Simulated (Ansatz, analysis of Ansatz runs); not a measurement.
## Interstitial H in hcp Be, hop from a tetrahedral to the next octahedral site: migration barrier, PBE

Aim: the migration barrier of interstitial H in hcp Be, hop from a tetrahedral to the next octahedral site, to be set beside the measurement. Set-up: PBE, 36-site cell, PBE lattice, 420 eV, k: 5x5x4 Gamma-centred, zero-point energy of the moving atom added. The model is a cell of 36 host atoms with 1 H put in. The barrier is the energy of the highest image of a climbing band over the relaxed site that the atom leaves.

What was measured. Migration barrier: 0.611 eV, by permeation (diffusion activation energy, T > 250 K) (quoted in “Explainable Machine Learning for Hydrogen Diffusion in Metals and Random Binary Alloys”, 2023, G. M. Lu et al., quoting earlier work (1995)). The runs below try to reproduce this.

Calculated with Ansatz 0.2.0; plane-wave PAW DFT, PBE; relaxation of all atoms of a defect supercell.

## Step 1: Starting point

The cell holds 37 atoms: 36 Be and 1 H. Its edges and angles: a = 6.787 Å, b = 6.787 Å, c = 7.135 Å, α = 90.0°, β = 90.0°, γ = 120.0°. It derives from Be (space group P6_3/mmc). Nearest the centre at fractional (0.444, 0.556, 0.438): H37 at 0.00 Å, Be19 at 1.34 Å, Be22 at 1.38 Å, Be6 at 1.38 Å, Be18 at 1.38 Å, Be17 at 2.23 Å, Be23 at 2.63 Å, Be7 at 2.63 Å.

The host's primitive cell comes from a first run (plane-wave PAW DFT, PBE; relaxation of the host's cell and atoms): vectors of 2.262, 2.262 and 3.567 Å. That is 7.91 Å³ an atom, 2.5 % under the diffraction cell's volume. The supercell is built on it.

## Step 2: Relaxation, charge 0

A barrier counts from a true minimum, so both ends of the jump are relaxed first.

Input file start/input.yaml:

```yaml
relax:
  f_tol: 0.02
  max_steps: 80
  escape_saddle: false
crystal:
  lattice:
    - [6.78671482, 0.0, 0.0]
    - [-3.39335741, 5.87746744, 0.0]
    - [0.0, 0.0, 7.13460919]
  atoms:
    - { symbol: Be, position: [0.111111111, 0.222222222, 0.125] }
    - { symbol: Be, position: [0.222222222, 0.111111111, 0.375] }
    - { symbol: Be, position: [0.111111111, 0.222222222, 0.625] }
    - { symbol: Be, position: [0.222222222, 0.111111111, 0.875] }
    - { symbol: Be, position: [0.111111111, 0.555555556, 0.125] }
    - { symbol: Be, position: [0.222222222, 0.444444444, 0.375] }
    - { symbol: Be, position: [0.111111111, 0.555555556, 0.625] }
    - { symbol: Be, position: [0.222222222, 0.444444444, 0.875] }
    - { symbol: Be, position: [0.111111111, 0.888888889, 0.125] }
    - { symbol: Be, position: [0.222222222, 0.777777778, 0.375] }
    - { symbol: Be, position: [0.111111111, 0.888888889, 0.625] }
    - { symbol: Be, position: [0.222222222, 0.777777778, 0.875] }
    - { symbol: Be, position: [0.444444444, 0.222222222, 0.125] }
    - { symbol: Be, position: [0.555555556, 0.111111111, 0.375] }
    - { symbol: Be, position: [0.444444444, 0.222222222, 0.625] }
    - { symbol: Be, position: [0.555555556, 0.111111111, 0.875] }
    - { symbol: Be, position: [0.444444444, 0.555555556, 0.125] }
    - { symbol: Be, position: [0.555555556, 0.444444444, 0.375] }
    - { symbol: Be, position: [0.444444444, 0.555555556, 0.625] }
    - { symbol: Be, position: [0.555555556, 0.444444444, 0.875] }
    - { symbol: Be, position: [0.444444444, 0.888888889, 0.125] }
    - { symbol: Be, position: [0.555555556, 0.777777778, 0.375] }
    - { symbol: Be, position: [0.444444444, 0.888888889, 0.625] }
    - { symbol: Be, position: [0.555555556, 0.777777778, 0.875] }
    - { symbol: Be, position: [0.777777778, 0.222222222, 0.125] }
    - { symbol: Be, position: [0.888888889, 0.111111111, 0.375] }
    - { symbol: Be, position: [0.777777778, 0.222222222, 0.625] }
    - { symbol: Be, position: [0.888888889, 0.111111111, 0.875] }
    - { symbol: Be, position: [0.777777778, 0.555555556, 0.125] }
    - { symbol: Be, position: [0.888888889, 0.444444444, 0.375] }
    - { symbol: Be, position: [0.777777778, 0.555555556, 0.625] }
    - { symbol: Be, position: [0.888888889, 0.444444444, 0.875] }
    - { symbol: Be, position: [0.777777778, 0.888888889, 0.125] }
    - { symbol: Be, position: [0.888888889, 0.777777778, 0.375] }
    - { symbol: Be, position: [0.777777778, 0.888888889, 0.625] }
    - { symbol: Be, position: [0.888888889, 0.777777778, 0.875] }
    - { symbol: H, position: [0.444444, 0.555556, 0.4375] }
basis:
  ecutwfc: 420
  xc_grid: 2
hamiltonian:
  xc: pbe
kpoints:
  mp_grid: { grid: [5, 5, 4] }
scf:
  occupations: { method: methfessel_paxton, width: 0.1 }
  max_iter: 120
output:
  forces: true
checkpoint:
  write: "../start.run"
  compress: false
  write_wavefunctions: true
  write_every: 100000
```

The run is started by

```
$ ansatz run input.yaml --threads 2 --pin off --max-ram 3768MiB --backend cpu --events-out ev --progress --plain --runs-dir out
```

Numbers of over 12 decimals in the logs are rounded to 6 here.

What it wrote:

```text
[... repeated set-up lines and file paths are left out, and long positions are rounded to six places ...]
Warning: the atoms were moved onto the symmetric positions of the space group found under crystal.symmetry.tolerance 1.0e-5 (fractional; [...]
Engine: ansatz 0.2.0, aarch64-unknown-linux-gnu
Pseudopotentials: kind: paw
Pseudopotential: Be, paw, valence charge 2, recommended cutoff 420 eV (normal), Be.paw.azcp
Pseudopotential: H, paw, valence charge 1, recommended cutoff 420 eV (normal), H.paw.azcp
Functional definition: PBE
  parameter kappa = 0.804
  parameter beta = 0.066725
  exchange = pbe_x(kappa = kappa, mu = beta*pi^2/3)
  correlation = pbe_c(beta = beta)
Crystal: 37 atoms, lattice volume = 284.590 Å³
Basis set: ecut = 420 eV, 5591 PW (Γ), exchange–correlation on 96×96×96 points (8 copies of the dense FFT grid, shifted against one another)
Bands: 74, of which v1, the nominal top of the filled ones, is band 37 counted from 1 (36 counted from 0)
Symmetry: 6 space group operations
Space group: P3m1 (ITA 156), of the structure as read, at distance tolerance 6.6e-5 Å
k-points: 17 of 100 (time reversal used)
Non-local potential: Be, projectors of the file, l = 0: 2, l = 1: 2, l = 2: 1
Non-local potential: H, projectors of the file, l = 0: 2, l = 1: 1
PAW form: soft (Blöchl's): semilocal exchange-correlation on the pseudo side does not see the compensation charge
PAW one-centre angular grid: Be, 110 points (default); XC on 64 Gauss nodes
PAW one-centre angular grid: H, 110 points (default); XC on 64 Gauss nodes
Initial density: superposition of atomic densities (neutral atoms: chi_scale 0, normalization atom), corrected by the library's trained network
Initial wavefunctions: pseudopotential atomic-orbital guess
Functional: x = pbe(κ = 0.804, μ = 0.219515), c = pbe(β = 0.066725)
SCF iter   1: F=—  HF=-3353.193979 eV  |F-HF|=—  |Δ(HF+E_count)|=         —  Δρ=2.78e-3  dr2=5.84e-2  ethr=1.77e-3  ⟨swp⟩=7.5  Hψ=7552  notcnv=0  defer=147
preconditioner: auto → Kerker (q_TF=auto, 2.175 Å⁻¹)  [metal: Δε(μ)=0.021 eV  Ē_g=9.633 eV  σ=0.100 eV  W_gap=0.18  n_scr=58 (ndim 8)  ℏωp=18.8 eV  f_vac=0.000  D(μ)=3.81/eV (n_scr^D=20)]
SCF iter   2: F=—  HF=-3353.184090 eV  |F-HF|=—  |Δ(HF+E_count)|=   9.89e-3  S|Δr|=    0.00e0  Δρ=1.64e-3  dr2=1.89e-2  ethr=8.01e-5  ⟨swp⟩=1.2  Hψ=1526  notcnv=0  defer=173
SCF iter   3: F=—  HF=-3353.178743 eV  |F-HF|=—  |Δ(HF+E_count)|=   5.35e-3  S|Δr|=    0.00e0  Δρ=1.83e-4  dr2=6.97e-5  ethr=2.59e-5  ⟨swp⟩=2.0  Hψ=1371  notcnv=0  defer=173
SCF iter   4: F=—  HF=-3353.180050 eV  |F-HF|=—  |Δ(HF+E_count)|=   1.31e-3  S|Δr|=    0.00e0  Δρ=2.39e-5  dr2=1.17e-6  ethr=1.37e-8  ⟨swp⟩=4.0  Hψ=3130  notcnv=0
SCF iter   5: F=-3353.180049 eV  HF=-3353.180049 eV  |F-HF|=2.90e-8  |Δ(HF+E_count)|=   2.44e-7  S|Δr|=    0.00e0  Δρ=3.66e-6  dr2=4.78e-8  ethr=1.60e-9  ⟨swp⟩=1.8  Hψ=2453  notcnv=0
SCF 1 converged in 5 iterations: F = -3353.180049 eV  dr2 = 4.78e-8
  greatest PAW one-centre occupation: 0.427 electrons in one spin orbital (limit 2), on the H atom at site 36 (counted from 0), in its partial waves of l = 0
relax step   1: F+E_penalty+E_count = -3353.18004939 eV  Δ(F+E_penalty+E_count) = +0.000e0 eV  max|allowed force component| = 1.728e0 eV/Å  Δτ_max = 0.0000 Å  (5 SCF iters, dr2 threshold 1.00e-5 eV, accepted)
[... the SCF cycles and remarks between the steps are left out from here to the last step ...]
relax step   2: F+E_penalty+E_count = -3353.42253890 eV  Δ(F+E_penalty+E_count) = -2.425e-1 eV  max|allowed force component| = 8.946e-1 eV/Å  Δτ_max = 0.0463 Å  (4 SCF iters, dr2 threshold 1.00e-4 eV, accepted)
relax step   3: F+E_penalty+E_count = -3353.56357451 eV  Δ(F+E_penalty+E_count) = -1.410e-1 eV  max|allowed force component| = 2.824e-1 eV/Å  Δτ_max = 0.0932 Å  (4 SCF iters, dr2 threshold 5.00e-5 eV, accepted)
relax step   4: F+E_penalty+E_count = -3353.57571781 eV  Δ(F+E_penalty+E_count) = -1.214e-2 eV  max|allowed force component| = 2.837e-1 eV/Å  Δτ_max = 0.2000 Å  (5 SCF iters, dr2 threshold 7.95e-6 eV, accepted)
relax step   5: F+E_penalty+E_count = -3353.58526802 eV  Δ(F+E_penalty+E_count) = -9.550e-3 eV  max|allowed force component| = 4.940e-2 eV/Å  Δτ_max = 0.0361 Å  (4 SCF iters, dr2 threshold 8.02e-6 eV, accepted)
SCF iter   1: F=—  HF=-3353.585849 eV  |F-HF|=—  |Δ(HF+E_count)|=         —  Δρ=1.14e-3  dr2=3.26e-3  ethr=5.78e-5  ⟨swp⟩=4.1  Hψ=2885  notcnv=0  defer=371
SCF iter   2: F=—  HF=-3353.585324 eV  |F-HF|=—  |Δ(HF+E_count)|=   5.25e-4  S|Δr|=    0.00e0  Δρ=6.46e-4  dr2=1.06e-3  ethr=4.46e-6  ⟨swp⟩=1.0  Hψ=1462  notcnv=0  defer=364
SCF iter   3: F=—  HF=-3353.585077 eV  |F-HF|=—  |Δ(HF+E_count)|=   2.47e-4  S|Δr|=    0.00e0  Δρ=3.27e-5  dr2=2.12e-6  ethr=1.45e-6  ⟨swp⟩=2.1  Hψ=1370  notcnv=0  defer=364
SCF iter   4: F=—  HF=-3353.586184 eV  |F-HF|=—  |Δ(HF+E_count)|=   1.11e-3  S|Δr|=    0.00e0  Δρ=5.92e-6  dr2=6.19e-8  ethr=1.37e-10  ⟨swp⟩=4.2  Hψ=3275  notcnv=0
SCF iter   5: F=-3353.586184 eV  HF=-3353.586184 eV  |F-HF|=2.91e-10  |Δ(HF+E_count)|=   3.88e-9  S|Δr|=    0.00e0  Δρ=6.68e-7  dr2=1.09e-9  ethr=8.48e-11  ⟨swp⟩=1.6  Hψ=2727  notcnv=0
SCF 6 converged in 5 iterations: F = -3353.586184 eV  dr2 = 1.09e-9
relax step   6: F+E_penalty+E_count = -3353.58618352 eV  Δ(F+E_penalty+E_count) = -9.155e-4 eV  max|allowed force component| = 4.221e-3 eV/Å  Δτ_max = 0.0336 Å  (5 SCF iters, accepted)
NSCF: frozen V_eff on 17 k-points
the band table was solved once a step of the walk had ended and its energy, with any forces and stress, was formed, with the checks that follow a solve (6881 applications of the Hamiltonian). They found nothing against the state; [...]
SCF converged after 5 iterations
Stability not checked: this state was not tested for a lower state beside it, because cold or Methfessel-Paxton smearing, or corrected tetrahedra, fill the levels in a way that the test cannot read (fill_not_monotonic; see scf.lower_state_search)
Free energy (F): -3353.586184 eV
Harris-Foulkes:  -3353.586184 eV  (|F-HF|=2.91e-10)
Internal energy: -3353.585666 eV  (E = F + TS)
E sigma→0 (E₀):  -3353.586054 eV
Entropy (-TS):   -0.000517 eV (-0.014 meV/atom)
Fermi energy:    8.577096 eV
--- Per-component energies (eV) ---
  E_band       = 222.548805
  E_kinetic    = 779.152617
  E_local      = 87.668425  (includes V_loc(G=0)·N_el)
  E_nonlocal   = 161.712473
  E_hartree    = 5.565031
  E_xc         = -724.362457
  E_vxc        = -764.885620  (∫ρ·V_xc dr)
  E_paw        = -2145.446964  (= ΣΔE_a)
  E_vpaw       = -52.227718  (= ΣTr[D̂ρ^β])
  E_aug_tail   = -0.001398  (compensation charges beyond the density's cutoff)
  E_ewald      = -1517.873392
  E_smearing   = -0.000517  (= −TS)
  E_closure    = -0.000000  (closes the sum)
  Σ components = -3353.586184   (vs F -3353.586184, Δ=0.00e0)
--- Forces (eV/Å), atoms counted from 1 ---
  atom   1  Be    -0.00182358    -0.00085121     0.00122067
  atom   2  Be    -0.00000000    -0.00120087    -0.00164673
  atom   3  Be    -0.00055647     0.00069256    -0.00045555
  atom   4  Be     0.00000000    -0.00241619     0.00179740
  atom   5  Be    -0.00164896    -0.00115366     0.00122067
  atom   6  Be    -0.00208891    -0.00120603     0.00071356
  atom   7  Be     0.00032154    -0.00082819    -0.00045555
  atom   8  Be    -0.00068949    -0.00039808    -0.00422238
  atom   9  Be     0.00000000    -0.00000000     0.00125776
  atom  10  Be    -0.00103998     0.00060044    -0.00164673
  atom  11  Be     0.00000000    -0.00000000     0.00071784
  atom  12  Be    -0.00209248     0.00120810     0.00179740
  atom  13  Be     0.00182358    -0.00085121     0.00122067
  atom  14  Be     0.00258226     0.00149087    -0.00038610
  atom  15  Be     0.00055647     0.00069256    -0.00045555
  atom  16  Be     0.00078200     0.00045149     0.00054276
  atom  17  Be     0.00000000    -0.00000000    -0.00048933
  atom  18  Be     0.00208891    -0.00120603     0.00071356
  atom  19  Be     0.00000000    -0.00000000     0.00324484
  atom  20  Be     0.00068949    -0.00039808    -0.00422238
  atom  21  Be     0.00017462     0.00200487     0.00122067
  atom  22  Be     0.00000000     0.00241207     0.00071356
  atom  23  Be     0.00087801     0.00013564    -0.00045555
  atom  24  Be     0.00000000     0.00079615    -0.00422238
  atom  25  Be     0.00000000    -0.00000000     0.00026905
  atom  26  Be    -0.00258226     0.00149087    -0.00038610
  atom  27  Be     0.00000000    -0.00000000    -0.00155158
  atom  28  Be    -0.00078200     0.00045149     0.00054276
  atom  29  Be     0.00164896    -0.00115366     0.00122067
  atom  30  Be    -0.00000000    -0.00298174    -0.00038610
  atom  31  Be    -0.00032154    -0.00082819    -0.00045555
  atom  32  Be     0.00000000    -0.00090297     0.00054276
  atom  33  Be    -0.00017462     0.00200487     0.00122067
  atom  34  Be     0.00103998     0.00060044    -0.00164673
  atom  35  Be    -0.00087801     0.00013564    -0.00045555
  atom  36  Be     0.00209248     0.00120810     0.00179740
  atom  37  H     -0.00000000     0.00000000     0.00151255
  max |Σ_I F_I| component: 5.26e-5 eV/Å
--- Band table (eV; the first three rows and the last of 17) ---
  k-point 0: bands = ["-3.6304", "-2.0564", "-1.0214", "-0.7396", [... 66 left out ...] "14.4980", "14.8049", "14.8627", "14.8871"]
  k-point 1: bands = ["-3.5453", "-2.3292", "-1.3218", "0.1107", [... 66 left out ...] "14.8271", "14.8534", "14.8917", "14.8917"]
  [... further k-points left out ...]
--- Relaxed structure (6 steps of the walk, 6 accepted, 0 SCFs on fresh bases) ---
  F+E_penalty+E_count = -3353.58618352 eV   max|allowed force component| = 4.221e-3 eV/Å
  atoms:
    - { symbol: Be, position: [0.112206, 0.222629, 0.126244] }
    - { symbol: Be, position: [0.221557, 0.109780, 0.376439] }
    - { symbol: Be, position: [0.111026, 0.221510, 0.626509] }
    - { symbol: Be, position: [0.222047, 0.110761, 0.876500] }
    - { symbol: Be, position: [0.112206, 0.556244, 0.126244] }
    - { symbol: Be, position: [0.197950, 0.432308, 0.374792] }
    - { symbol: Be, position: [0.111026, 0.556182, 0.626509] }
    - { symbol: Be, position: [0.222464, 0.444565, 0.875357] }
    - { symbol: Be, position: [0.111111, 0.888889, 0.127460] }
    - { symbol: Be, position: [0.221557, 0.778443, 0.376439] }
    - { symbol: Be, position: [0.111111, 0.888889, 0.625723] }
    - { symbol: Be, position: [0.222047, 0.777953, 0.876500] }
    - { symbol: Be, position: [0.443756, 0.222629, 0.126244] }
    - { symbol: Be, position: [0.552399, 0.109533, 0.376697] }
    - { symbol: Be, position: [0.443818, 0.221510, 0.626509] }
    - { symbol: Be, position: [0.556715, 0.111691, 0.876468] }
    - { symbol: Be, position: [0.444444, 0.555556, 0.121321] }
    - { symbol: Be, position: [0.567692, 0.432308, 0.374792] }
    - { symbol: Be, position: [0.444444, 0.555556, 0.625624] }
    - { symbol: Be, position: [0.555435, 0.444565, 0.875357] }
    - { symbol: Be, position: [0.443756, 0.887794, 0.126244] }
    - { symbol: Be, position: [0.567692, 0.802050, 0.374792] }
    - { symbol: Be, position: [0.443818, 0.888974, 0.626509] }
    - { symbol: Be, position: [0.555435, 0.777536, 0.875357] }
    - { symbol: Be, position: [0.777778, 0.222222, 0.129902] }
    - { symbol: Be, position: [0.890467, 0.109533, 0.376697] }
    - { symbol: Be, position: [0.777778, 0.222222, 0.623846] }
    - { symbol: Be, position: [0.888309, 0.111691, 0.876468] }
    - { symbol: Be, position: [0.777371, 0.556244, 0.126244] }
    - { symbol: Be, position: [0.890467, 0.447601, 0.376697] }
    - { symbol: Be, position: [0.778490, 0.556182, 0.626509] }
    - { symbol: Be, position: [0.888309, 0.443285, 0.876468] }
    - { symbol: Be, position: [0.777371, 0.887794, 0.126244] }
    - { symbol: Be, position: [0.890220, 0.778443, 0.376439] }
    - { symbol: Be, position: [0.778490, 0.888974, 0.626509] }
    - { symbol: Be, position: [0.889239, 0.777953, 0.876500] }
    - { symbol: H, position: [0.444444, 0.555556, 0.398350] }
```

It took 2 min on 2 threads of Arm Neoverse N1, shared host; peak memory 0.74 GiB.

Relaxation path:

| step | energy less that of the first step (eV) | largest force component (eV/Å) |
| --- | --- | --- |
| 1 | 0.0000 | 1.7276 |
| 2 | -0.2425 | 0.8946 |
| 3 | -0.3835 | 0.2824 |
| 4 | -0.3957 | 0.2837 |
| 5 | -0.4052 | 0.0494 |
| 6 | -0.4061 | 0.0042 |

The run keeps the 6 symmetry operations that it works with, so distortions that break them were not tested.

The atoms that moved most (Å):

| atom | dx | dy | dz | length |
| --- | --- | --- | --- | --- |
| H37 | 0.000 | 0.000 | -0.279 | 0.279 |
| Be6 | -0.124 | -0.071 | -0.001 | 0.143 |
| Be22 | 0.000 | 0.143 | -0.001 | 0.143 |
| Be18 | 0.124 | -0.071 | -0.001 | 0.143 |
| Be25 | 0.000 | 0.000 | 0.035 | 0.035 |
| Be17 | 0.000 | 0.000 | -0.026 | 0.026 |
| Be30 | 0.000 | 0.019 | 0.012 | 0.022 |
| Be14 | -0.016 | -0.009 | 0.012 | 0.022 |

Neighbours of H37 at the end:

| atom | distance (Å) |
| --- | --- |
| Be6 | 1.458 |
| Be22 | 1.458 |
| Be18 | 1.458 |
| Be19 | 1.622 |
| Be17 | 1.976 |
| Be10 | 2.625 |
| Be2 | 2.625 |
| Be34 | 2.625 |

Numbers from this step:

```yaml
free_energy: -3353.5862 eV
smearing_term_ts: 5.17e-4 eV
```

The other runs of this kind differ in structure, charge or spin alone:

| run | outcome | energy less the first (eV) | moment (μB) | time |
| --- | --- | --- | --- | --- |
| relaxation, charge 0 | converged | 0.0000 | 0.00 | 2 min |
| relaxation, charge 0 | converged | 0.1928 | 0.00 | 77 s |

The relaxation ends 11 meV an atom lower, with a largest force component of 0.0042 eV/Å.

(Part 1 of 3 ends here.)

[Logs are printed without paths, hosts, clocks, repeated set-up lines and the standing remarks that a program may print on its own settings, such as how far it seeks lower states.]

[Hosts, paths, dates, database ids (printed as entryN), source tags and the programs' standing remarks are cut or masked in the printed files.]

[For some hosts the program warned that the k-mesh of the response run may be too coarse for force constants and the static dielectric constant; such warnings are not shown here.]
